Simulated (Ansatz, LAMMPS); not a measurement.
# P in place of Si at several sites of glassy CaAl2Si2O8 (91 atoms), part 2 of 4

Aim: make P in place of Si at several sites of glassy CaAl2Si2O8 (91 atoms), relax each, and compare their energies.

Ansatz 0.2.0; Kohn-Sham DFT, PBE, PAW (set soft_2), plane waves.

The cell: 14 Al, 7 Ca, 56 O and 14 Si. The quench rate of 10 K/ps far exceeds what a furnace or splat quench reaches. The network of bonds at the start is that of the classical potential that made the cell. The Brillouin zone is sampled at Γ only, in a cell whose shortest periodic width is 11 Å.

So far. Step 2 (Single point at the start): The r.m.s. force at the start is 1.2 eV/Å. Step 3 (Relaxation): The relaxation converged after 12 steps, 6.28 eV below its start, with a largest force component of 0.024 eV/Å.

### Step 4. Single point at the relaxed geometry

The electronic structure is read at the final geometry, in a run of its own.

input.yaml reads:

```yaml
crystal:
  lattice:
    - [10.6093, 0.0, 0.0]
    - [0.0, 10.6093, 0.0]
    - [0.0, 0.0, 10.6093]
  atoms:
    - { symbol: Al, position: [0.8593, 0.97638, 0.85564] }
    - { symbol: Al, position: [0.92851, 0.76731, 0.35917] }
    - { symbol: Al, position: [0.0645, 0.1985, 0.77945] }
    - { symbol: Al, position: [0.84688, 0.2939, 0.13232] }
    - { symbol: Al, position: [0.13309, 0.30787, 0.04633] }
    - { symbol: Al, position: [0.29451, 0.01738, 0.85859] }
    [... 79 atom lines left out ...]
    - { symbol: Si, position: [0.26416, 0.79639, 0.03092] }
    - { symbol: Si, position: [0.91296, 0.21986, 0.51764] }
    - { symbol: Si, position: [0.20567, 0.76743, 0.43974] }
    - { symbol: Si, position: [0.40593, 0.37643, 0.58184] }
    - { symbol: Si, position: [0.54907, 0.35614, 0.83355] }
    - { symbol: Si, position: [0.53938, 0.57543, 0.43766] }
kpoints:
  mp_grid: { grid: [1, 1, 1] }
hamiltonian:
  xc: pbe
scf:
  occupations: { method: fixed }
output:
  forces: true
  stress: true
  populations: true
  dos:
    method: { smearing: { sigma: 0.15 } }
    de: 0.1
    projected: { site_lists: { Al: [Al], Ca: [Ca], O: [O], Si: [Si] } }
  eigenvalues: true
  write_density: true
  write_potential: true
  volumetric_format: npy
```

Command:

```sh
ansatz run input.yaml --threads 4 --pin off --max-ram 8192MiB --backend cpu --events-out ev --progress --plain --runs-dir out
```

The program printed:

```text
[...]
Crystal: 91 atoms, lattice volume = 1194.154 Å³
Basis set: ecut = 420 eV, 23439 PW (Γ), exchange–correlation on 144×144×144 points (8 copies of the dense FFT grid, shifted against one another)
Bands: 343, of which v1, the nominal top of the filled ones, is band 252 counted from 1 (251 counted from 0)
Symmetry: 1 space group operations
[...]
k-points: 1
[...]
SCF iter   1: F=—  HF=-61041.178770 eV  |F-HF|=—  |Δ(HF+E_count)|=         —  Δρ=2.00e-3  dr2=6.41e-2  ethr=1.77e-3  ⟨swp⟩=7.0  Hψ=1480  notcnv=0  defer=89
[...]
SCF iter   9: F=-61041.156241 eV  HF=-61041.156241 eV  |F-HF|=1.65e-8  |Δ(HF+E_count)|=   6.68e-8  Δρ=1.37e-6  dr2=2.20e-8  ethr=1.98e-11  ⟨swp⟩=23.0  Hψ=3641  notcnv=0
SCF 1 converged in 9 iterations: F = -61041.156241 eV  dr2 = 2.20e-8
[...]
SCF converged after 9 iterations
Free energy (F): -61041.156241 eV
[...]
Internal energy: -61041.156241 eV  (E = F + TS)
E sigma→0 (E₀):  -61041.156241 eV
Fermi energy:    4.866604 eV
[...]
--- Forces (eV/Å), atoms counted from 1 ---
  atom   1  Al     0.01557203     0.00350767    -0.01159493
  atom   2  Al    -0.00726779    -0.00290942    -0.01030798
  atom   3  Al    -0.00039905    -0.01049996    -0.00936182
  atom   4  Al     0.00421813     0.00151940     0.00672801
  atom   5  Al    -0.00078686     0.00791801     0.00111007
  atom   6  Al    -0.01003818     0.00174480    -0.00093338
  atom   7  Al     0.00399351    -0.00485399    -0.01068272
  atom   8  Al    -0.00572321     0.00407542    -0.00369754
  atom   9  Al     0.01049218    -0.00369900    -0.00360549
  atom  10  Al    -0.00791789    -0.00521694     0.00798312
  atom  11  Al     0.01792619     0.01865633     0.00944143
  atom  12  Al     0.00548489    -0.00198952     0.00639146
  atom  13  Al    -0.00661325     0.00704083     0.00042276
  atom  14  Al    -0.00690791    -0.00875076    -0.00175689
[...]
atom  90  Si    -0.00672808     0.00211472     0.00753772
  atom  91  Si     0.00480438    -0.00701342    -0.01049127
  max |Σ_I F_I| component: 1.31e-4 eV/Å
--- Stress (GPa, compression-positive) ---
        2.438141       0.621700      -1.332256
        0.621694       2.032985       0.228720
       -1.332259       0.228718       1.742312
  P = ⅓ Tr σ = 2.0711 GPa (20.711 kbar)
--- Band table (eV) ---
[...]
--- Löwdin populations: 91 sites ---
  site symbol       q [e]
     0     Al      1.6730
     1     Al      1.6589
     2     Al      1.6934
[...]
90     Si      2.3291
  spilling = 0.012056 (of n_electrons = 504.000000)
```

Run time: 20 s. Hardware: 4 threads of Arm Neoverse V1, shared host; peak memory 1.4 GiB; 77 s of CPU time.

Numbers from this run:

* free energy: -61041.1562 eV
* free energy per atom: -670.7819 eV/atom
* SCF cycles: 9
* pressure: 2.071 GPa
* r.m.s. force component: 0.00675 eV/Å
* longest force: 0.02845 eV/Å
* Fermi energy: 4.867 eV
* gap (highest filled to lowest empty level): 3.245 eV
* spilling of the projection: 0.01206

Löwdin charges by element and coordination (they lack the spilled electrons, 0.067 e an atom on average):

```
element  coordination  atoms  mean charge (e)  spread   least    most
     Al           all     14             1.32  0.0364    1.26    1.38
     Al             4     13             1.32  0.0375    1.26    1.38
     Al             5      1             1.31       0    1.31    1.31
     Ca           all      7             1.81  0.0189    1.77    1.83
     Ca             5      2             1.82  0.0081    1.81    1.82
     Ca             6      5             1.81   0.021    1.77    1.83
      O           all     56           -0.872  0.0673   -1.08  -0.766
      O             2     18            -0.83  0.0445  -0.944  -0.766
      O             3     35           -0.885  0.0634   -1.08  -0.797
      O             4      3           -0.975   0.052   -1.04  -0.912
     Si           all     14             1.70  0.0367    1.62    1.76
```

States in the cell by windows of 1 eV, zero at the Fermi level; the larger projections on atomic orbitals stand beside the total:

```
from (eV)  to (eV)  total   O p  Si p   O s
      -18      -17   26.3   0.3   1.7  20.3
      -17      -16    8.8   0.1   0.4   6.8
      -16      -15    2.0   0.0   0.0   1.6
      -15      -10    0.0   0.0   0.0   0.0
      -10       -9    5.6   3.8   0.2   0.3
       -9       -8   13.5   9.3   0.7   0.7
       -8       -7   15.3  11.3   1.3   0.5
       -7       -6   28.9  22.1   2.8   0.7
       -6       -5   35.8  28.4   3.2   0.9
       -5       -4   48.0  40.4   2.2   1.3
       -4       -3   63.3  57.1   1.2   1.0
       -3       -2   69.1  64.8   0.8   0.6
       -2       -1   50.1  47.6   0.5   0.3
       -1        0    5.6   5.3   0.0   0.0
        0        1    0.7   0.7   0.0   0.0
        1        2    0.0   0.0   0.0   0.0
        2        3    0.1   0.0   0.0   0.0
        3        4    1.9   0.0   0.0   0.5
        4        5    7.8   0.6   0.5   0.8
```

With fixed occupations the program's Fermi level is the highest filled level; weight inside the gap is the broadening of levels at its edges.

Between -26 and -18 eV lie 117 more states.

The levels nearest the highest filled one (over half full), pooled over k-points and spins:

```
level less the highest filled one (eV)  occupation
                                 -1.20           2
                                 -1.09           2
                                 -1.02           2
                                -0.899           2
                                -0.450           2
                                     0           2
                                  3.25           0
                                  4.73           0
                                  4.87           0
                                  4.93           0
                                  5.05           0
                                  5.07           0
```

Valence density in the ac plane at fractional y = 0.575, with atoms of Al and Ca and O and Si within 0.2 Å of it. It is the smooth field of the valence electrons, not physical close to the nuclei.

Values in e/Å³, 13 rows by 16 columns, each cell a mean:
```
0.5 0.2 0.2 0.4 0.2 0.0 0.0 0.0 0.2 0.4 0.2 0.2 0.2 0.1 0.1 0.3
0.2 0.7 1.8 0.6 0.1 0.0 0.0 0.1 0.7 1.0 0.3 0.3 0.3 0.1 0.1 0.1
0.1 1.3 4.9 1.5 0.1 0.0 0.0 0.1 0.3 0.4 0.1 0.1 0.1 0.1 0.2 0.1
0.1 0.3 0.7 0.4 0.2 0.2 0.1 0.0 0.0 0.0 0.0 0.0 0.2 1.4 2.0 0.4
0.2 0.3 0.2 0.1 0.3 0.6 0.3 0.1 0.0 0.0 0.0 0.0 0.2 1.4 2.1 0.4
0.3 1.0 0.5 0.1 0.1 0.2 0.1 0.1 0.2 0.1 0.1 0.1 0.1 0.1 0.2 0.1
0.3 0.4 0.3 0.1 0.0 0.0 0.1 0.2 0.3 0.3 0.9 1.5 0.3 0.1 0.2 0.3
0.9 0.4 1.0 1.0 0.2 0.0 0.1 0.4 0.3 0.4 2.9 5.2 0.9 0.3 2.2 3.8
0.5 0.3 0.9 1.2 0.3 0.1 0.8 3.5 1.4 0.2 0.4 0.6 0.2 0.2 1.3 2.3
0.0 0.0 0.1 0.2 0.4 0.2 0.8 3.3 1.2 0.1 0.0 0.0 0.0 0.0 0.1 0.1
0.0 0.0 0.0 0.1 0.4 0.2 0.1 0.2 0.1 0.1 0.1 0.0 0.2 0.6 0.2 0.0
0.1 0.1 0.1 0.2 0.2 0.1 0.0 0.0 0.3 0.9 0.4 0.1 1.8 5.2 2.0 0.1
0.2 0.3 0.4 0.7 0.6 0.1 0.0 0.0 0.3 0.8 0.4 0.1 0.9 2.7 1.0 0.2
```
Columns run along a (10.6 Å), rows up along c (10.6 Å). Atoms in or near the plane, at fractional coordinates: Al at (0.21, 0.66), Ca at (0.84, 0.09), O at (0.94, 0.39), O at (0.15, 0.81), O at (0.47, 0.30), O at (0.69, 0.42), Si at (0.12, 0.96), Si at (0.54, 0.44).

Electrostatic potential energy in the ac plane at fractional y = 0.575, with atoms of Al and Ca and O and Si within 0.2 Å of it. With pseudopotentials it is smooth inside the atoms' cores, unlike the true potential.

Ten even steps from '_' (-42 eV) to '@' (11 eV), each cell a mean:
```
%%++______..**%%@@@@@@@@@@@@@@@@%%##**##%%@@@@%%%%%%%%@@@@@@
%%**..____::##@@@@@@@@@@@@@@@@%%##++==++##%%@@@@@@@@@@@@@@@@
@@%%**==--**%%@@@@@@@@@@@@@@@@%%##++++**%%@@@@@@@@@@@@@@@@@@
@@@@%%==..--##@@@@@@@@@@@@@@@@@@##**##%%@@@@@@@@@@@@@@@@@@@@
@@@@%%--__..**@@@@@@@@@@@@@@@@@@@@@@@@@@@@@@@@@@@@@@@@@@@@@@
@@@@@@**--==##%%%%@@@@@@@@@@@@@@@@@@@@@@@@@@@@@@@@@@%%@@@@@@
@@@@@@%%##++******%%@@@@@@@@@@@@@@@@@@@@@@@@@@@@@@++==++%%@@
@@@@@@%%****####**##@@@@@@@@@@@@@@@@@@@@@@@@@@@@%%--..--##%%
@@@@%%%%****##****%%@@@@@@@@@@@@@@@@@@@@@@@@@@@@@@##++**%%%%
@@@@%%####**++**##%%@@@@@@@@@@@@@@@@@@@@@@@@@@@@@@@@@@@@%%%%
@@@@####%%%%%%%%%%@@@@@@@@@@@@@@%%@@@@@@@@@@@@@@@@@@@@@@@@@@
@@%%%%%%%%%%@@@@@@@@@@@@@@@@%%**++**%%@@@@@@@@@@@@@@@@@@@@@@
%%##++**##%%@@@@@@@@@@@@@@%%==______++**----**@@@@@@@@@@%%%%
**==..::++##%%@@@@@@@@@@@@##--______----____--%%%%%%%%++::==
++==::::++==++%%@@@@@@@@@@%%**::..::****::::++%%%%%%##::__..
####****##++**%%@@@@@@@@%%==--++####%%@@%%%%@@%%%%%%%%++::==
@@%%%%%%%%%%%%%%%%%%@@@@**..__--%%@@@@@@@@@@@@@@%%%%@@@@@@@@
@@@@@@@@@@@@%%######%%%%##--::++@@@@@@@@@@@@@@@@@@@@@@@@@@@@
@@@@@@@@@@%%%%##****##%%@@%%%%@@@@@@@@@@@@@@@@@@%%%%%%@@@@@@
@@@@@@@@@@@@%%######%%%%@@@@@@@@@@@@@@@@@@@@%%%%##**##%%%%@@
@@@@@@@@@@@@@@%%%%%%%%@@@@@@@@@@@@@@@@@@@@@@##++::..::**%%@@
@@@@@@@@@@@@@@@@@@@@@@@@@@@@@@@@@@####@@@@%%##::______==##@@
@@%%%%####%%%%%%@@@@@@@@@@@@@@@@@@####@@@@%%##==____..++%%@@
%%##==::::++####%%@@@@@@@@@@@@@@@@%%%%%%@@@@%%##++==++##%%@@
```
Columns run along a (10.6 Å; values clipped at the 3rd and 97th percentile), rows up along c (10.6 Å). Atoms in or near the plane, at fractional coordinates: Al at (0.21, 0.66), Ca at (0.84, 0.09), O at (0.94, 0.39), O at (0.15, 0.81), O at (0.47, 0.30), O at (0.69, 0.42), Si at (0.12, 0.96), Si at (0.54, 0.44).

Filled and empty levels are parted by 3.25 eV (at Γ alone); a semilocal functional tends to put such gaps too low. In a disordered cell it changes from sample to sample, and tail or defect levels can set it. Mean Löwdin charges: Al +1.32, Ca +1.81, O -0.87, Si +1.70 e (they miss 1.2 % of the electrons, so they add up to more than the cell's charge).

[end of part 2 of 4]

[Long decimals in the printed logs are rounded to 6 places.]

[Logs are printed without paths, hosts, clocks, repeated set-up lines and the standing remarks that a program may print on its own settings, such as how far it seeks lower states.]

[Hosts, paths, dates, database ids (printed as entryN), source tags and the programs' standing remarks are cut or masked in the printed files.]
